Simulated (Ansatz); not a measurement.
# Decaying states in the gap of CsKTl2F6, part 3 of 3

A new crystal, CsKTl2F6: structure, gap and complex bands. It is built by putting K for part of the Cs in the CsTlF3 structure of space group Fm-3m, with the volume rescaled by atomic radii. The parent structure comes from the Materials Project.

Ansatz 0.2.0; LDA DFT, plane waves, PAW files (the session's first sound run).

So far, gap on path (eV): step 3 (band edges) 1.56.

The structure was built from a prototype and need not be the compound's stable phase.

### Step 6. Band edges at another level, cutoff 500 eV

This step: r2SCAN DFT, plane waves, PAW files (Ansatz 0.2.0).

The edges again with r2SCAN, at the same atoms. Against that run the cutoff is 500 eV against 420.

input.yaml reads:

```yaml
crystal:
  lattice:
    - [0.0, 4.637566601, 4.637566601]
    - [4.637566601, 0.0, 4.637566601]
    - [4.637566601, 4.637566601, 0.0]
  atoms:
    - { symbol: K, position: [0.75, 0.75, 0.75] }
    - { symbol: Cs, position: [0.25, 0.25, 0.25] }
    - { symbol: Tl, position: [0.5, 0.5, 0.5] }
    - { symbol: Tl, position: [0.0, 0.0, 0.0] }
    - { symbol: F, position: [0.7680757141, 0.2319242859, 0.2319242859] }
    - { symbol: F, position: [0.2319242859, 0.2319242859, 0.7680757141] }
    - { symbol: F, position: [0.2319242859, 0.7680757141, 0.7680757141] }
    - { symbol: F, position: [0.2319242859, 0.7680757141, 0.2319242859] }
    - { symbol: F, position: [0.7680757141, 0.2319242859, 0.7680757141] }
    - { symbol: F, position: [0.7680757141, 0.7680757141, 0.2319242859] }
kpoints:
  mp_grid: { grid: [4, 4, 4] }
  band_path: { path: [VBM, CBM], npoints: 30 }
scf:
  occupations: { method: fixed }
hamiltonian:
  xc: r2scan
output:
  eigenvalues: true
```

Command:

```console
$ ansatz run input.yaml --threads 2 --pin off --max-ram 4096MiB --backend cpu --events-out ev --progress --plain --runs-dir out
```

Numbers of over 12 decimals in the logs are rounded to 6 here.

Output:

```text
[...]
Crystal: 10 atoms, lattice volume = 199.481 Å³
Basis set: ecut = 500 eV, 5029 PW (Γ), exchange–correlation on 192×192×192 points (64 copies of the dense FFT grid, shifted against one another)
Bands: 53, of which v1, the nominal top of the filled ones, is band 43 counted from 1 (42 counted from 0)
Symmetry: 24 space group operations
[...]
k-points: 8 of 64 (time reversal used)
[...]
SCF iter   1: F=—  HF=-35010.311996 eV  |F-HF|=—  |Δ(HF+E_count)|=         —  Δρ=9.36e-3  dr2=1.48e-1  dr2_τ=2.19e-1  ethr=1.77e-3  ⟨swp⟩=5.0  Hψ=1388  notcnv=0  defer=55
[...]
SCF iter   7: F=-35010.432951 eV  HF=-35010.432951 eV  |F-HF|=2.68e-9  |Δ(HF+E_count)|=   3.45e-7  Δρ=3.56e-6  dr2=2.51e-8  dr2_τ=2.99e-9  ethr=1.16e-10  ⟨swp⟩=14.4  Hψ=2148  notcnv=0
SCF 1 converged in 7 iterations: F = -35010.432951 eV  dr2 = 2.51e-8
[...]
SCF converged after 7 iterations
Free energy (F): -35010.432951 eV
[...]
Internal energy: -35010.432951 eV  (E = F + TS)
E sigma→0 (E₀):  -35010.432951 eV
Fermi energy:    4.802680 eV
[...]
--- Band table (eV; the first three rows and the last of 8) ---
  k-point 0: bands = [... 39 lower, 1.3247, 2.0899, 2.0899, 2.5239, 8.2911, 9.8207, 9.8207, 9.8207, ... 6 higher]
  k-point 1: bands = [... 39 lower, 1.2830, 1.8310, 1.8310, 3.3737, 7.4968, 10.2225, 10.2225, 10.5886, ... 6 higher]
  k-point 2: bands = [... 39 lower, 1.2245, 1.5495, 1.5495, 4.2112, 6.7604, 10.6704, 10.6704, 10.7571, ... 6 higher]
  k-point 7: bands = [... 39 lower, 1.2529, 1.2566, 1.7005, 4.7936, 7.2872, 9.8210, 10.1877, 11.1326, ... 6 higher]
```

The job ended after 38 s (2 threads of Arm Neoverse V2, shared host; peak memory 0.88 GiB).

This step gave:

* free energy: -35010.4330 eV
* Fermi energy: 4.803 eV
* gap on the k-mesh: 1.958 eV
* gap on path: 1.958 eV, by band count; negative where bands overlap
* direct gap on path: 2.549 eV

Electronic bands along the path, in eV, zero at the Fermi level (highest filled level under fixed occupations); v1 is the highest filled band, c1 the lowest empty one:

| point | v4 | v3 | v2 | v1 | c1 | c2 | c3 | c4 |
| --- | --- | --- | --- | --- | --- | --- | --- | --- |
| VBM | -3.62 | -3.48 | -2.71 | 0.00 | 2.79 | 4.70 | 5.94 | 5.94 |
| halfway | -3.58 | -3.54 | -2.96 | -0.28 | 2.37 | 5.16 | 5.85 | 5.90 |
| CBM | -3.58 | -3.25 | -3.25 | -0.59 | 1.96 | 5.87 | 5.87 | 5.95 |

The searched edges give 1.96 eV, as on the mesh.

For the gap on path, step 3 gave 1.56 eV; this run, with r2SCAN and cutoff 500 eV, gives 1.96 eV.

### Step 7. Complex bands at another level, cutoff 500 eV

This step: r2SCAN DFT, plane waves, PAW files; complex bands by layer matching along the plane's normal (Ansatz 0.2.0).

The complex bands at that level, over its own gap, at (0, 0) and (-0.5, -0.5).

input.yaml reads:

```yaml
crystal:
  lattice:
    - [6.558509584, 0.0, 0.0]
    - [3.279254792, 5.67983591, 0.0]
    - [0.0, 3.786557274, 5.355000651]
  atoms:
    - { symbol: K, position: [0.25, 0.5, 0.75] }
    - { symbol: Cs, position: [0.75, 0.5, 0.25] }
    - { symbol: Tl, position: [0.5, 0.0, 0.5] }
    - { symbol: Tl, position: [0.0, 0.0, 0.0] }
    - { symbol: F, position: [0.7680757141, 0.0, 0.2319242859] }
    - { symbol: F, position: [0.7680757141, 0.4638485718, 0.7680757141] }
    - { symbol: F, position: [0.2319242859, 0.0, 0.7680757141] }
    - { symbol: F, position: [0.2319242859, 0.0, 0.2319242859] }
    - { symbol: F, position: [0.7680757141, 0.0, 0.7680757141] }
    - { symbol: F, position: [0.2319242859, 0.5361514282, 0.2319242859] }
kpoints:
  mp_grid: { grid: [6, 6, 6] }
scf:
  occupations: { method: fixed }
hamiltonian:
  xc: r2scan
output:
  eigenvalues: true
  transmission:
    leads: [[0, 0]]
    kpoints: [[0.0, 0.0], [-0.5, -0.5]]
    e_range: [-1.0, 2.96]
    de: 0.1
```

Output:

```text
[...]
Crystal: 10 atoms, lattice volume = 199.481 Å³
Basis set: ecut = 500 eV, 5029 PW (Γ), exchange–correlation on 192×192×192 points (64 copies of the dense FFT grid, shifted against one another)
Bands: 53, of which v1, the nominal top of the filled ones, is band 43 counted from 1 (42 counted from 0)
Symmetry: 24 space group operations
[...]
k-points: 16 of 216 (time reversal used)
[...]
SCF iter   1: F=—  HF=-35010.312031 eV  |F-HF|=—  |Δ(HF+E_count)|=         —  Δρ=9.36e-3  dr2=1.49e-1  dr2_τ=2.19e-1  ethr=1.77e-3  ⟨swp⟩=5.0  Hψ=2780  notcnv=0  defer=115
[...]
SCF iter   7: F=-35010.433005 eV  HF=-35010.433005 eV  |F-HF|=2.91e-9  |Δ(HF+E_count)|=   3.43e-7  Δρ=3.53e-6  dr2=2.48e-8  dr2_τ=3.01e-9  ethr=1.16e-10  ⟨swp⟩=14.1  Hψ=4383  notcnv=0
SCF 1 converged in 7 iterations: F = -35010.433005 eV  dr2 = 2.48e-8
[...]
transmission: 8 of 16 steps passed
transmission: 16 of 16 steps passed
SCF converged after 7 iterations
Free energy (F): -35010.433005 eV
[...]
Internal energy: -35010.433005 eV  (E = F + TS)
E sigma→0 (E₀):  -35010.433005 eV
Fermi energy:    4.802701 eV
[...]
--- Band table (eV; the first three rows and the last of 16) ---
  k-point 0: bands = [... 39 lower, 1.3247, 2.0899, 2.0899, 2.5239, 8.2911, 9.8207, 9.8207, 9.8207, ... 6 higher]
  k-point 1: bands = [... 39 lower, 1.3051, 1.9635, 1.9635, 2.9736, 7.8533, 10.0160, 10.0160, 10.3406, ... 6 higher]
  k-point 2: bands = [... 39 lower, 1.2572, 1.6918, 1.6918, 3.7727, 7.1479, 10.4412, 10.4412, 10.6752, ... 6 higher]
  k-point 15: bands = [... 39 lower, 1.1984, 1.2766, 1.8558, 4.7960, 7.3599, 9.6996, 10.3584, 11.0349, ... 6 higher]
--- Transmission ---
  basis      : 379 plane waves across, 8 finite elements along
  points     : 2, as listed
[...]
channels       : 0.000000e0 a spin
[...]
slowest decay  : 0.2113 /Å at (0.0000, 0.0000)
```

Run time: 90 s. Hardware: 2 threads; peak memory 1.9 GiB; 3 min of CPU time.

Numbers from this step:

* level to which the leads are filled: 0.9788 eV from the Fermi level
* decay constant at the filling level, zone centre: 0.2113 Å⁻¹
* decay constant at the filling level, slowest listed point: 0.2113 Å⁻¹

K parallel (0, 0); values up to 1.5 1/Å, a degenerate pair printed once or twice; energies at which all values exceed this have no row. Im kz of the slowest decaying states against energy, zero at the highest filled level on the SCF mesh:

| energy (eV) | decay 1 (Å⁻¹) | decay 2 (Å⁻¹) | decay 3 (Å⁻¹) | decay 4 (Å⁻¹) |
| --- | --- | --- | --- | --- |
| -1.00 | 0.527 | 0.645 | 0.771 | 0.831 |
| -0.80 | 0.543 | 0.654 | 0.779 | 0.828 |
| -0.60 | 0.555 | 0.663 | 0.786 | 0.824 |
| -0.40 | 0.113 | 0.565 | 0.671 | 0.791 |
| -0.20 | 0.155 | 0.574 | 0.679 | 0.795 |
| 0.00 | 0.181 | 0.580 | 0.688 | 0.799 |
| 0.20 | 0.199 | 0.584 | 0.698 | 0.793 |
| 0.40 | 0.210 | 0.587 | 0.710 | 0.779 |
| 0.60 | 0.216 | 0.588 | 0.734 | 0.752 |
| 0.80 | 0.216 | 0.588 | 0.741 | 0.804 |
| 1.00 | 0.211 | 0.587 | 0.739 | 0.803 |
| 1.10 | 0.207 | 0.586 | 0.738 | 0.802 |
| 1.30 | 0.193 | 0.582 | 0.735 | 0.800 |
| 1.50 | 0.171 | 0.577 | 0.732 | 0.797 |
| 1.70 | 0.135 | 0.571 | 0.729 | 0.793 |
| 1.90 | 0.0669 | 0.564 | 0.726 | 0.788 |
| 2.10 | 0.555 | 0.723 | 0.782 | 1.04 |
| 2.30 | 0.545 | 0.720 | 0.775 | 1.03 |
| 2.50 | 0.533 | 0.718 | 0.768 | 1.01 |
| 2.70 | 0.520 | 0.715 | 0.759 | 0.990 |
| 2.90 | 0.506 | 0.713 | 0.749 | 0.968 |

K parallel (-0.5, -0.5); values up to 1.5 1/Å, a degenerate pair printed once or twice; energies at which all values exceed this have no row. The Im kz of the slowest decaying states by energy, zero at the highest filled level on the SCF mesh:

| energy (eV) | decay 1 (Å⁻¹) | decay 2 (Å⁻¹) | decay 3 (Å⁻¹) | decay 4 (Å⁻¹) |
| --- | --- | --- | --- | --- |
| -1.00 | 0.249 | 0.460 | 0.589 | 0.706 |
| -0.80 | 0.191 | 0.458 | 0.611 | 0.716 |
| -0.70 | 0.143 | 0.456 | 0.621 | 0.720 |
| -0.50 | 0.450 | 0.640 | 0.729 | 0.796 |
| -0.40 | 0.447 | 0.649 | 0.733 | 0.800 |
| -0.20 | 0.440 | 0.665 | 0.741 | 0.807 |
| -0.10 | 0.435 | 0.672 | 0.745 | 0.810 |
| 0.00 | 0.0163 | 0.430 | 0.679 | 0.748 |
| 0.10 | 0.158 | 0.424 | 0.686 | 0.752 |
| 0.20 | 0.217 | 0.418 | 0.692 | 0.755 |
| 0.40 | 0.294 | 0.404 | 0.704 | 0.762 |
| 0.60 | 0.346 | 0.388 | 0.714 | 0.769 |
| 0.70 | 0.367 | 0.378 | 0.719 | 0.772 |
| 0.90 | 0.356 | 0.401 | 0.727 | 0.779 |
| 1.00 | 0.344 | 0.415 | 0.731 | 0.783 |
| 1.20 | 0.315 | 0.439 | 0.738 | 0.791 |
| 1.30 | 0.298 | 0.449 | 0.741 | 0.795 |
| 1.50 | 0.256 | 0.466 | 0.747 | 0.801 |
| 1.70 | 0.199 | 0.478 | 0.752 | 0.797 |
| 1.80 | 0.158 | 0.483 | 0.754 | 0.795 |
| 2.00 | 0.491 | 0.758 | 0.790 | 0.847 |
| 2.10 | 0.494 | 0.759 | 0.787 | 0.859 |
| 2.30 | 0.498 | 0.761 | 0.781 | 0.891 |
| 2.40 | 0.499 | 0.762 | 0.778 | 0.901 |
| 2.60 | 0.501 | 0.763 | 0.771 | 0.908 |
| 2.70 | 0.502 | 0.763 | 0.767 | 0.884 |
| 2.90 | 0.128 | 0.504 | 0.759 | 0.763 |

At the listed wavevectors the last open channel is at -0.10 eV and the next at +2.00 eV on the grid. At +1.00 eV, the grid energy nearest the filling level (the middle of the gap on the SCF mesh), the slowest state at the listed wavevectors decays with κ = 0.211 Å⁻¹, its amplitude falling by e over 4.7 Å; the first such run, plane (111), gave 0.186 Å⁻¹.

### Step 8. What came out

* band gap: 1.56 eV
* least decay constant at mid-gap, normal to (111): 0.186 Å⁻¹
* least decay constant on a mesh, normal to (111): 0.187 Å⁻¹
* least decay constant, r2SCAN: 0.211 Å⁻¹

In words: With LDA, the slowest decay at the wavevectors tried is κ = 0.186 Å⁻¹, normal to (111). Through such a film the transmission near mid-gap falls as exp(−2κd), a factor of ten every 6.2 Å. A free electron under a barrier of half the gap would need a mass of 0.17 mₑ to decay at this rate. With r2SCAN the gap goes from 1.56 to 1.96 eV and the decay constant, over the first 2 listed wavevectors, from 0.186 to 0.211 Å⁻¹. The compound is made up by substitution; its stability against other phases and against distortions of the cell's symmetry was not tested. A semilocal functional narrows gaps, while spin-orbit coupling, left out here, narrows them in compounds of heavy elements, so the error in κ can go either way.

[Logs are printed without paths, hosts, clocks, repeated set-up lines and the standing remarks that a program may print on its own settings, such as how far it seeks lower states.]

[Hosts, paths, dates, database ids (printed as entryN), source tags and the programs' standing remarks are cut or masked in the printed files.]
